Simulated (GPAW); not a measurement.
Consider CuSe (P4/nmm).

```
Se Cu
1.0
     3.77458    0.00000    0.00000
     0.00000    3.77458    0.00000
     0.00000    0.00000    5.43834
Se Cu
2 2
Direct
  0.00000 0.50000 0.27700
  0.50000 0.00000 0.72300
  0.50000 0.50000 0.00000
  0.00000 0.00000 0.00000
```

Absorber: atom 1, with 4 Cu at 2.41 Å (4-fold, site symmetry 4mm). Method: GPAW, LDA, excited-electron core hole (neutral cell), 16-atom cell with 7.5 Å between holes, 3×3×3 k points, dipole transitions, Gaussian full width 2.33 eV up to 4 eV, rising linearly to 3.5 eV at 25 eV.

Q: Predict the near-edge structure at the Se K edge.

Main maxima up to 30 eV above the zero (height): 0.4 eV (0.40), 5.0 eV (1.80), 9.8 eV (1.33), 19.4 eV (1.21) and 25.4 eV (1.01). A K edge sees empty p states on the absorber. 

The Se K spectrum (energy from the lowest empty level; intensity scaled to a mean of 1 over the first 20 eV; polarised curves are means over the symmetry-equivalent atoms):

```
E (eV)  isotropic  ε ⊥ c  ε ∥ c
  -2.0       0.02   0.03   0.01
  -1.5       0.07   0.08   0.04
  -1.0       0.15   0.18   0.08
  -0.5       0.26   0.32   0.14
   0.0       0.36   0.45   0.19
   0.5       0.39   0.49   0.21
   1.0       0.35   0.43   0.21
   1.5       0.28   0.31   0.23
   2.0       0.27   0.23   0.35
   2.5       0.39   0.26   0.64
   3.0       0.65   0.44   1.08
   3.5       1.04   0.76   1.59
   4.0       1.44   1.17   1.97
   4.5       1.72   1.55   2.06
   5.0       1.80   1.77   1.87
   5.5       1.66   1.74   1.49
   6.0       1.39   1.53   1.11
   6.5       1.12   1.26   0.84
   7.0       0.94   1.06   0.71
   7.5       0.90   0.99   0.73
   8.0       0.97   1.04   0.84
   8.5       1.11   1.16   1.00
   9.0       1.24   1.28   1.16
   9.5       1.32   1.34   1.27
  10.0       1.33   1.33   1.31
  10.5       1.28   1.27   1.29
  11.0       1.22   1.19   1.26
  11.5       1.16   1.13   1.22
  12.0       1.11   1.07   1.20
  12.5       1.07   1.03   1.16
  13.0       1.03   0.99   1.11
  13.5       0.98   0.95   1.04
  14.0       0.92   0.90   0.96
  14.5       0.86   0.85   0.87
  15.0       0.80   0.80   0.79
  15.5       0.75   0.76   0.75
  16.0       0.73   0.73   0.73
  16.5       0.74   0.74   0.75
  17.0       0.79   0.78   0.80
  17.5       0.88   0.87   0.88
  18.0       0.99   0.99   0.98
  18.5       1.10   1.11   1.08
  19.0       1.18   1.20   1.16
  19.5       1.21   1.22   1.18
  20.0       1.17   1.18   1.16
  20.5       1.08   1.07   1.08
  21.0       0.95   0.94   0.96
  21.5       0.83   0.81   0.85
  22.0       0.74   0.73   0.77
  22.5       0.71   0.70   0.73
  23.0       0.74   0.73   0.75
  23.5       0.80   0.80   0.81
  24.0       0.88   0.88   0.88
  24.5       0.96   0.96   0.95
  25.0       1.00   1.01   0.99
  25.5       1.01   1.02   0.99
  26.0       0.98   0.99   0.96
  26.5       0.93   0.94   0.91
  27.0       0.87   0.87   0.85
  27.5       0.82   0.82   0.82
  28.0       0.80   0.79   0.82
  28.5       0.81   0.80   0.85
  29.0       0.86   0.84   0.91
  29.5       0.94   0.91   0.99
  30.0       1.02   1.00   1.08
  30.5       1.11   1.09   1.15
  31.0       1.18   1.17   1.21
  31.5       1.22   1.22   1.22
  32.0       1.22   1.23   1.19
```

The script folds with a Gaussian, whereas the core hole's own line is a Lorentzian, so the onset is too steep and the first peak too high. The unit cell's mesh shows no gap over 0.35 eV. That is right for a metallic compound; for a small-gap or correlated insulator it would be the fault of the functional or of the assumed magnetic order, and the hole would be screened too well. The mesh is coarse (0.39 Å⁻¹ between points), so small maxima may be mesh ripples. Lifetime broadening is put in by hand, and intensities beyond about 20 eV depend on it and on the partial waves; weight that the partial waves miss at high energy is lost. The structure is a computed Materials Project entry and may be a hypothetical form.

[Banner, clock and machine lines of the logs are left out without a mark of their own.]

[Logs are printed without paths, hosts, clocks, repeated set-up lines and the standing remarks that a program may print on its own settings, such as how far it seeks lower states.]

[Hosts, paths, dates, database ids (printed as entryN), source tags and the programs' standing remarks are cut or masked in the printed files.]

[Lists of maxima count a maximum above −3 eV only where it reaches 4 % of the highest in the window and stands out from its surroundings by 2 % of it (1.5 % where it reaches 55 %); shoulders and weaker maxima are passed over, and of the rest the first, up to two pre-edge ones and the few strongest are named.]
